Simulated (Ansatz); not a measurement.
# A bimetallic surface: Li on Ti(0001), three quarters in the top layer, both faces, part 2 of 5

Wanted: the photoemission signature of Li on Ti(0001), three quarters in the top layer, both faces.

Ansatz 0.2.0; DFT, PBEsol, plane-wave PAW, default files, scalar-relativistic (the session's first sound run).

So far, work function, upper face (eV): step 2 (the clean face) 4.50.

### Step 3. Relaxing the atoms

System of this step: Li3Ti7. The cell holds 20 atoms: 6 Li and 14 Ti. Its edges and angles: a = 5.880 Å, b = 5.880 Å, c = 23.300 Å, α = 90.0°, β = 90.0°, γ = 60.0°. It derives from Ti. How the cell was made: overlayer; added: Li; how: three quarters in the top layer, both faces. Regions: L1, 4 atoms (1 Ti and 3 Li); L2, 4 atoms (4 Ti); L3, 4 atoms (4 Ti); rest, 8 atoms (5 Ti and 3 Li). Vacuum lies along c.

Levels and vacuum steps follow bond lengths, so the atoms are relaxed first. 4 atoms are held to stand for the bulk.

File input.yaml:

```yaml
crystal:
  lattice:
    - [5.88, 0.0, 0.0]
    - [2.94, 5.0922293743, 0.0]
    - [0.0, 0.0, 23.3]
  atoms:
    - { symbol: Li, position: [0.0, 0.0, 0.699570815] }
    - { symbol: Li, position: [0.5, 0.0, 0.699570815] }
    - { symbol: Li, position: [0.0, 0.5, 0.699570815] }
    - { symbol: Ti, position: [0.5, 0.5, 0.699570815] }
    - { symbol: Ti, position: [0.833333333, 0.333333333, 0.599785408] }
    - { symbol: Ti, position: [0.333333333, 0.333333333, 0.599785408] }
    - { symbol: Ti, position: [0.833333333, 0.833333333, 0.599785408] }
    - { symbol: Ti, position: [0.333333333, 0.833333333, 0.599785408] }
    - { symbol: Ti, position: [0.0, 0.0, 0.5] }
    - { symbol: Ti, position: [0.5, 0.0, 0.5] }
    - { symbol: Ti, position: [0.0, 0.5, 0.5] }
    - { symbol: Ti, position: [0.5, 0.5, 0.5] }
    - { symbol: Ti, position: [0.833333333, 0.333333333, 0.400214592] }
    - { symbol: Ti, position: [0.333333333, 0.333333333, 0.400214592] }
    - { symbol: Ti, position: [0.833333333, 0.833333333, 0.400214592] }
    - { symbol: Ti, position: [0.333333333, 0.833333333, 0.400214592] }
    - { symbol: Li, position: [0.0, 0.0, 0.300429185] }
    - { symbol: Li, position: [0.5, 0.0, 0.300429185] }
    - { symbol: Li, position: [0.0, 0.5, 0.300429185] }
    - { symbol: Ti, position: [0.5, 0.5, 0.300429185] }
kpoints:
  mp_grid: { grid: [6, 6, 1] }
scf:
  occupations: { method: fermi_dirac, width: 0.05 }
  n_extra_bands: 16
hamiltonian:
  xc: pbesol
  pseudopotentials: { kind: paw }
output:
  forces: true
  write_potential: true
  volumetric_format: []
relax:
  f_tol: 0.03
  max_steps: 45
  constraints: [{ sites: [8, 9, 10, 11] }]
```

Launch:

```sh
> ansatz run input.yaml --threads 4 --pin off --max-ram 14336MiB --backend cpu --events-out ev --progress --plain --runs-dir out
```

Numbers of over 12 decimals in the logs are rounded to 6 here.

The program printed:

```text
[...]
Crystal: 20 atoms, lattice volume = 697.656 Å³
Basis set: ecut = 420 eV, 13589 PW (Γ), exchange–correlation on 80×80×320 points (8 copies of the dense FFT grid, shifted against one another)
Bands: 109, of which v1, the nominal top of the filled ones, is band 93 counted from 1 (92 counted from 0)
Symmetry: 12 space group operations
[...]
k-points: 7 of 36 (time reversal used)
[...]
SCF iter   1: F=—  HF=-35844.674348 eV  |F-HF|=—  |Δ(HF+E_count)|=         —  Δρ=7.80e-3  dr2=3.22e0  ethr=1.77e-3  ⟨swp⟩=11.3  Hψ=3959  notcnv=0
[...]
SCF iter   8: F=-35844.540875 eV  HF=-35844.540888 eV  |F-HF|=1.25e-5  |Δ(HF+E_count)|=   4.83e-7  Δρ=2.64e-5  dr2=1.49e-5  ethr=1.21e-8  ⟨swp⟩=15.6  Hψ=7462  notcnv=0
SCF 1 converged in 8 iterations: F = -35844.540875 eV  dr2 = 1.49e-5
[...]
relax step   1: F+E_penalty+E_count = -35844.54087500 eV  Δ(F+E_penalty+E_count) = +0.000e0 eV  max|allowed force component| = 1.529e0 eV/Å  Δτ_max = 0.0000 Å  (8 SCF iters, dr2 threshold 2.25e-5 eV, accepted)
[...]
SCF iter   7: F=-35845.190788 eV  HF=-35845.190815 eV  |F-HF|=2.67e-5  |Δ(HF+E_count)|=   4.07e-8  Δρ=5.36e-5  dr2=4.07e-5  ethr=5.38e-8  ⟨swp⟩=14.0  Hψ=7794  notcnv=0
SCF 2 converged in 7 iterations: F = -35845.190788 eV  dr2 = 4.07e-5
relax step   2: F+E_penalty+E_count = -35845.19078782 eV  Δ(F+E_penalty+E_count) = -6.499e-1 eV  max|allowed force component| = 7.907e-1 eV/Å  Δτ_max = 0.1949 Å  (7 SCF iters, dr2 threshold 1.00e-4 eV, accepted)
SCF iter   1: F=—  HF=-35845.849881 eV  |F-HF|=—  |Δ(HF+E_count)|=         —  Δρ=1.58e-2  dr2=1.26e1  ethr=3.10e-3  ⟨swp⟩=6.1  Hψ=1789  notcnv=0
[...]
SCF iter   7: F=-35845.472043 eV  HF=-35845.472045 eV  |F-HF|=2.04e-6  |Δ(HF+E_count)|=   1.21e-5  Δρ=2.62e-5  dr2=7.69e-6  ethr=2.10e-8  ⟨swp⟩=15.0  Hψ=7752  notcnv=0
SCF 3 converged in 7 iterations: F = -35845.472043 eV  dr2 = 7.69e-6
relax step   3: F+E_penalty+E_count = -35845.47204306 eV  Δ(F+E_penalty+E_count) = -2.813e-1 eV  max|allowed force component| = 2.810e-1 eV/Å  Δτ_max = 0.1984 Å  (7 SCF iters, dr2 threshold 3.91e-5 eV, accepted)
[...]
relax step   4: F+E_penalty+E_count = -35845.50338136 eV  Δ(F+E_penalty+E_count) = -3.134e-2 eV  max|allowed force component| = 8.781e-2 eV/Å  Δτ_max = 0.0726 Å  (6 SCF iters, dr2 threshold 9.97e-6 eV, accepted)
[...]
relax step   5: F+E_penalty+E_count = -35845.50157834 eV  Δ(F+E_penalty+E_count) = +1.803e-3 eV  max|allowed force component| = 1.100e-1 eV/Å  Δτ_max = 0.0433 Å  (8 SCF iters, rejected (line search))
SCF iter   1: F=—  HF=-35845.515924 eV  |F-HF|=—  |Δ(HF+E_count)|=         —  Δρ=3.06e-3  dr2=3.65e-1  ethr=1.21e-3  ⟨swp⟩=2.1  Hψ=1115  notcnv=0
[...]
SCF iter   8: F=-35845.507198 eV  HF=-35845.507198 eV  |F-HF|=3.35e-10  |Δ(HF+E_count)|=   5.70e-9  Δρ=1.40e-6  dr2=3.04e-8  ethr=5.38e-11  ⟨swp⟩=12.4  Hψ=5345  notcnv=0
SCF 6 converged in 8 iterations: F = -35845.507198 eV  dr2 = 3.04e-8
[...]
relax step   6: F+E_penalty+E_count = -35845.50719812 eV  Δ(F+E_penalty+E_count) = -3.817e-3 eV  max|allowed force component| = 1.319e-2 eV/Å  Δτ_max = 0.0212 Å  (8 SCF iters, accepted)
NSCF: frozen V_eff on 7 k-points
[...]
SCF converged after 8 iterations
Free energy (F): -35845.507198 eV
[...]
Internal energy: -35845.290134 eV  (E = F + TS)
E sigma→0 (E₀):  -35845.398666 eV
Entropy (-TS):   -0.217064 eV (-10.853 meV/atom)
Fermi energy:    3.226005 eV
[...]
--- Forces (eV/Å), atoms counted from 1 ---
  atom   1  Li     0.00093658     0.00054074     0.00205036
  atom   2  Li    -0.00093658     0.00054074     0.00205036
  atom   3  Li    -0.00000000    -0.00108147     0.00205036
  atom   4  Ti    -0.00000000    -0.00000000    -0.01319030
  atom   5  Ti     0.00797378    -0.00460366     0.00039479
  atom   6  Ti    -0.00797378    -0.00460366     0.00039479
  atom   7  Ti    -0.00000000    -0.00000000     0.00679403
  atom   8  Ti     0.00000000     0.00920732     0.00039479
  atom   9  Ti    -0.19664232    -0.11353150    -0.00000000
  atom  10  Ti     0.19664232    -0.11353150    -0.00000000
  atom  11  Ti     0.00000000     0.22706299    -0.00000000
  atom  12  Ti     0.00000000    -0.00000000    -0.00000000
  atom  13  Ti     0.00797378    -0.00460366    -0.00039479
  atom  14  Ti    -0.00797378    -0.00460366    -0.00039479
  atom  15  Ti     0.00000000    -0.00000000    -0.00679403
  atom  16  Ti    -0.00000000     0.00920732    -0.00039479
  atom  17  Li     0.00093658     0.00054074    -0.00205036
  atom  18  Li    -0.00093658     0.00054074    -0.00205036
  atom  19  Li    -0.00000000    -0.00108147    -0.00205036
  atom  20  Ti    -0.00000000    -0.00000000     0.01319030
  max |Σ_I F_I| component: 8.90e-17 eV/Å
--- Band table (eV; the first three rows and the last of 7) ---
  k-point 0: bands = [... 89 lower, 3.1014, 3.2873, 3.3687, 3.3979, 3.3979, 3.4310, 3.4310, 3.5832, ... 12 higher]
  k-point 1: bands = [... 89 lower, 3.1063, 3.1905, 3.1973, 3.3916, 3.4012, 3.4319, 3.4882, 3.5687, ... 12 higher]
  k-point 2: bands = [... 89 lower, 3.0408, 3.0542, 3.1711, 3.2286, 3.2491, 3.3637, 3.3838, 3.4001, ... 12 higher]
  k-point 6: bands = [... 89 lower, 2.8519, 2.8535, 2.8585, 2.9200, 3.0329, 3.3258, 3.3559, 3.3682, ... 12 higher]
--- Relaxed structure (6 steps of the walk, 5 accepted, 0 SCFs on fresh bases) ---
  F+E_penalty+E_count = -35845.50719812 eV   max|allowed force component| = 1.319e-2 eV/Å
  atoms:
    - { symbol: Li, position: [0.00139633, 0.00139633, 0.700330] }
    - { symbol: Li, position: [0.497207, 0.00139633, 0.700330] }
    - { symbol: Li, position: [0.00139633, 0.497207, 0.700330] }
    - { symbol: Ti, position: [0.5, 0.500000, 0.678666] }
    - { symbol: Ti, position: [0.825599, 0.337201, 0.594027] }
    - { symbol: Ti, position: [0.337201, 0.337201, 0.594027] }
    - { symbol: Ti, position: [0.833333, 0.833333, 0.599382] }
    - { symbol: Ti, position: [0.337201, 0.825599, 0.594027] }
    - { symbol: Ti, position: [1.2027416106999034e-17, 1.2027416106999033e-17, 0.5] }
    - { symbol: Ti, position: [0.5, 1.2027416106999033e-17, 0.5] }
    - { symbol: Ti, position: [2.7755575615628914e-17, 0.500000, 0.5] }
    - { symbol: Ti, position: [0.5, 0.500000, 0.5] }
    - { symbol: Ti, position: [0.825599, 0.337201, 0.405973] }
    - { symbol: Ti, position: [0.337201, 0.337201, 0.405973] }
    - { symbol: Ti, position: [0.833333, 0.833333, 0.400618] }
    - { symbol: Ti, position: [0.337201, 0.825599, 0.405973] }
    - { symbol: Li, position: [0.00139633, 0.00139633, 0.299670] }
    - { symbol: Li, position: [0.497207, 0.00139633, 0.299670] }
    - { symbol: Li, position: [0.00139633, 0.497207, 0.299670] }
    - { symbol: Ti, position: [0.5, 0.500000, 0.321334] }
```

Elapsed: 2.5 min, on 4 threads of Arm Neoverse V1, shared host; peak memory 1.8 GiB.

Step by step:

```
step  energy less that of the first step (eV)  largest force component (eV/Å)
   1                                   0.0000                          1.5290
   2                                  -0.6499                          0.7907
   3                                  -0.9312                          0.2810
   4                                  -0.9625                          0.0878
   5                                  -0.9607                          0.1100
   6                                  -0.9663                          0.0132
```

Relaxation step 5 was tried and not accepted.

Forces are held to the 12 operations that the run works with; a distortion that breaks them can't arise in this run.

The atoms that moved most (Å):

```
atom      dx      dy      dz  length
 Ti4   0.000   0.000  -0.487   0.487
Ti20   0.000   0.000   0.487   0.487
Ti14   0.034   0.020   0.134   0.140
 Ti6   0.034   0.020  -0.134   0.140
Ti13  -0.034   0.020   0.134   0.140
Ti16   0.000  -0.039   0.134   0.140
 Ti5  -0.034   0.020  -0.134   0.140
 Ti8   0.000  -0.039  -0.134   0.140
```

This step gave:

```yaml
free_energy: -35845.5072 eV
energy_at_zero_smearing: -35845.3987 eV
smearing_term_ts: 0.2171 eV
fermi_energy: 3.226 eV
work_function_upper_face: 3.398 eV
work_function_lower_face: 3.398 eV
```

The relaxation ends 48 meV an atom lower, with a largest force component of 0.013 eV/Å on the free atoms. Between step 2 and this run (20 atoms) the value for the work function, upper face moves from 4.50 eV to 3.40 eV (-25 %).

### Step 4. Layer-resolved bands, DOS and potential

This is the main run. States are solved along the surface zone's path and weighed by where they lie along the normal, since photoemission sees the top layers. The cell holds 4 small cells, so the bands are unfolded.

File input.yaml:

```yaml
crystal:
  lattice:
    - [5.88, 0.0, 0.0]
    - [2.94, 5.0922293743, 0.0]
    - [0.0, 0.0, 23.3]
  atoms:
    - { symbol: Li, position: [0.0013963321, 0.0013963321, 0.7003300641] }
    - { symbol: Li, position: [0.4972073359, 0.0013963321, 0.7003300641] }
    - { symbol: Li, position: [0.0013963321, 0.4972073359, 0.7003300641] }
    - { symbol: Ti, position: [0.5, 0.5, 0.6786658267] }
    - { symbol: Ti, position: [0.8255989072, 0.3372005464, 0.5940265608] }
    - { symbol: Ti, position: [0.3372005464, 0.3372005464, 0.5940265608] }
    - { symbol: Ti, position: [0.8333333333, 0.8333333333, 0.5993815131] }
    - { symbol: Ti, position: [0.3372005464, 0.8255989072, 0.5940265608] }
    - { symbol: Ti, position: [0.0, 0.0, 0.5] }
    - { symbol: Ti, position: [0.5, 0.0, 0.5] }
    - { symbol: Ti, position: [0.0, 0.5, 0.5] }
    - { symbol: Ti, position: [0.5, 0.5, 0.5] }
    - { symbol: Ti, position: [0.8255989072, 0.3372005464, 0.4059734392] }
    - { symbol: Ti, position: [0.3372005464, 0.3372005464, 0.4059734392] }
    - { symbol: Ti, position: [0.8333333333, 0.8333333333, 0.4006184869] }
    - { symbol: Ti, position: [0.3372005464, 0.8255989072, 0.4059734392] }
    - { symbol: Li, position: [0.0013963321, 0.0013963321, 0.2996699359] }
    - { symbol: Li, position: [0.4972073359, 0.0013963321, 0.2996699359] }
    - { symbol: Li, position: [0.0013963321, 0.4972073359, 0.2996699359] }
    - { symbol: Ti, position: [0.5, 0.5, 0.3213341733] }
kpoints:
  mp_grid: { grid: [6, 6, 1] }
scf:
  occupations: { method: fermi_dirac, width: 0.05 }
  n_extra_bands: 20
hamiltonian:
  xc: pbesol
  pseudopotentials: { kind: paw }
output:
  forces: true
  write_potential: true
  volumetric_format: []
  dos:
    projected:
      site_lists:
        layer_1: [3, 2, 1, 0]
        layer_2: [4, 5, 6, 7]
        layer_3: [8, 9, 10, 11]
        other_layers: [12, 13, 14, 15, 16, 17, 18, 19]
    de: 0.05
    e_range: [-30, 12]
    method: { smearing: { sigma: 0.15, scheme: gaussian } }
  eigenstates:
    kpoints:
      - [0.33333333, -0.33333333, 0.0]
      - [0.25, -0.375, 0.0]
      - [0.16666667, -0.41666667, 0.0]
      - [0.08333333, -0.45833333, 0.0]
      - [0.0, 0.5, 0.0]
      - [-0.08333333, 0.45833333, 0.0]
      # [... 29 more points ...]
      - [0.25, 0.5, 0.0]
      - [0.29166667, -0.41666667, 0.0]
    e_range: [-8.0, 4.0]
    unfold:
      supercell_matrix: [[2, 0, 0], [0, 2, 0], [0, 0, 1]]
      layers:
        axis: 3
        edges: [0.145941, 0.429479, 0.429579, 0.570419, 0.570519, 0.872003]
```

The program printed:

```text
[...]
Crystal: 20 atoms, lattice volume = 697.656 Å³
Basis set: ecut = 420 eV, 13589 PW (Γ), exchange–correlation on 80×80×320 points (8 copies of the dense FFT grid, shifted against one another)
Bands: 113, of which v1, the nominal top of the filled ones, is band 93 counted from 1 (92 counted from 0)
Symmetry: 12 space group operations
[...]
k-points: 7 of 36 (time reversal used)
[...]
SCF iter   1: F=—  HF=-35845.685357 eV  |F-HF|=—  |Δ(HF+E_count)|=         —  Δρ=8.40e-3  dr2=4.01e0  ethr=1.77e-3  ⟨swp⟩=12.3  Hψ=4003  notcnv=0
[...]
SCF iter   9: F=-35845.507198 eV  HF=-35845.507198 eV  |F-HF|=2.54e-8  |Δ(HF+E_count)|=   7.36e-8  Δρ=1.80e-6  dr2=5.12e-8  ethr=5.38e-11  ⟨swp⟩=15.0  Hψ=5589  notcnv=0
SCF 1 converged in 9 iterations: F = -35845.507198 eV  dr2 = 5.12e-8
[...]
SCF converged after 9 iterations
Free energy (F): -35845.507198 eV
[...]
Internal energy: -35845.290135 eV  (E = F + TS)
E sigma→0 (E₀):  -35845.398667 eV
Entropy (-TS):   -0.217063 eV (-10.853 meV/atom)
Fermi energy:    3.225997 eV
[...]
--- Forces (eV/Å), atoms counted from 1 ---
  atom   1  Li     0.00094244     0.00054412     0.00205098
  atom   2  Li    -0.00094244     0.00054412     0.00205098
  atom   3  Li    -0.00000000    -0.00108824     0.00205098
  atom   4  Ti     0.00000000    -0.00000000    -0.01313124
  atom   5  Ti     0.00801263    -0.00462610     0.00037523
  atom   6  Ti    -0.00801263    -0.00462610     0.00037523
  atom   7  Ti     0.00000000    -0.00000000     0.00678693
  atom   8  Ti    -0.00000000     0.00925219     0.00037523
  atom   9  Ti    -0.19669286    -0.11356068    -0.00000000
  atom  10  Ti     0.19669286    -0.11356068    -0.00000000
  atom  11  Ti    -0.00000000     0.22712136    -0.00000000
  atom  12  Ti    -0.00000000    -0.00000000    -0.00000000
  atom  13  Ti     0.00801263    -0.00462610    -0.00037523
  atom  14  Ti    -0.00801263    -0.00462610    -0.00037523
  atom  15  Ti     0.00000000    -0.00000000    -0.00678693
  atom  16  Ti    -0.00000000     0.00925219    -0.00037523
  atom  17  Li     0.00094244     0.00054412    -0.00205098
  atom  18  Li    -0.00094244     0.00054412    -0.00205098
  atom  19  Li    -0.00000000    -0.00108824    -0.00205098
  atom  20  Ti     0.00000000    -0.00000000     0.01313124
  max |Σ_I F_I| component: 1.39e-17 eV/Å
--- Band table (eV; the first three rows and the last of 7) ---
  k-point 0: bands = [... 89 lower, 3.1014, 3.2873, 3.3687, 3.3978, 3.3978, 3.4309, 3.4309, 3.5832, ... 16 higher]
  k-point 1: bands = [... 89 lower, 3.1063, 3.1905, 3.1973, 3.3916, 3.4012, 3.4319, 3.4882, 3.5687, ... 16 higher]
  k-point 2: bands = [... 89 lower, 3.0408, 3.0542, 3.1711, 3.2286, 3.2490, 3.3637, 3.3838, 3.4001, ... 16 higher]
  k-point 6: bands = [... 89 lower, 2.8519, 2.8535, 2.8585, 2.9200, 3.0329, 3.3258, 3.3559, 3.3682, ... 16 higher]
```

Run time: 3.3 min. Hardware: 4 threads; peak memory 3.2 GiB; 12 min of CPU time.

This step gave:

```
share of occupied states in no projected shell : 0.0402 of the occupied states in the window
DOS at the Fermi level                         : 27.83 states/eV/cell
```

A(k,E), total over k along the path and E. Zero: Fermi level.

Ten even steps from '0' (0.0 eV⁻¹) to '9' (10.6 eV⁻¹), each cell a mean:
```
122333333479997543444222224321
322223333453235433322222222333
444432224543443443222333322334
322223343211111123333333334332
433222211000000000122111111234
555433221000000001222222233445
343332221000000012122211112343
002311102321112321122212224300
000121110012222000101234430000
000011101000000011011110000000
000001110121001100101000000000
000000100001110001010000000000
000000011100000010100000000000
000000010011011101000000000000
000000001000110010000000000000
000000000100000100000000000000
000000000011111000000000000000
000000000000000000000000000000
000000000000000000000000000000
000000000000000000000000000000
000000000000000000000000000000
000000000000000000000000000000
```
Columns: k along the path (Å⁻¹) from 0 to 3.37; rows upwards: E (eV) from -7.7 to 0.981.

A(k,E), top over k along the path and E. Zero: Fermi level.

Ten even steps from '_' (0.00 eV⁻¹) to '@' (2.23 eV⁻¹), each cell a mean:
```
----++****++====++##@@@@@@@@@@%%##****##**----------**++----
**++==--==****######%%**==++######****==--======++++==++****
######%%**++++++######%%@@%%######**++++++********++++****##
**++++==++******++==--::::::::----++++==++++++******##**++++
##**++==------::....................::----::::....::--==**##
++**##**++====--....__________....--==------------==++++++++
--==--++++==--==::..__________....------==----::::::----==--
____..::::::::..--**++--::--==++++::::==------------==::____
______..::::..::..__--++++++==..__..::..::----====--________
__________::::..::..____________::....::....________________
__________....::__::--..__..::::__..::....__________________
____________......____..::::______--....____________________
________________..::__________..--__..______________________
______________..__..--::..::--::__..________________________
________________..____..::::____..__________________________
__________________..__________..____________________________
____________________..........______________________________
____________________________________________________________
____________________________________________________________
____________________________________________________________
____________________________________________________________
____________________________________________________________
```
Columns: k along the path (Å⁻¹) from 0 to 3.37; rows upwards: E (eV) from -7.7 to 0.981.

A(k,E), middle over k along the path and E. Zero: Fermi level.

Ten even steps from '0' (0.0 eV⁻¹) to '9' (6.1 eV⁻¹), each cell a mean:
```
001112211258996322233211112100
110111111132113211110000111111
112211012310001221000000001111
001101121000000012211111111100
211111100000000000011000000122
543222210000000001111112222345
353211110000000000111100001353
002310000100000110011111124300
000110000000000000001234430000
000011000000000000001210000000
000001000010001100001000000000
000000100000110000010000000000
000000010000000000100000000000
000000010000000001000000000000
000000001000000010000000000000
000000000100000100000000000000
000000000011112000000000000000
000000000000000000000000000000
000000000000000000000000000000
000000000000000000000000000000
000000000000000000000000000000
000000000000000000000000000000
```
Columns: k along the path (Å⁻¹) from 0 to 3.37; rows upwards: E (eV) from -7.7 to 0.981.

(Part 2 of 5 ends here.)

[Logs are printed without paths, hosts, clocks, repeated set-up lines and the standing remarks that a program may print on its own settings, such as how far it seeks lower states.]

[Hosts, paths, dates, database ids (printed as entryN), source tags and the programs' standing remarks are cut or masked in the printed files.]

[Maps of the electrostatic potential energy from Ansatz leave out the sawtooth potential of an applied field or a dipole correction, so their vacuum need not be flat; work functions include it.]
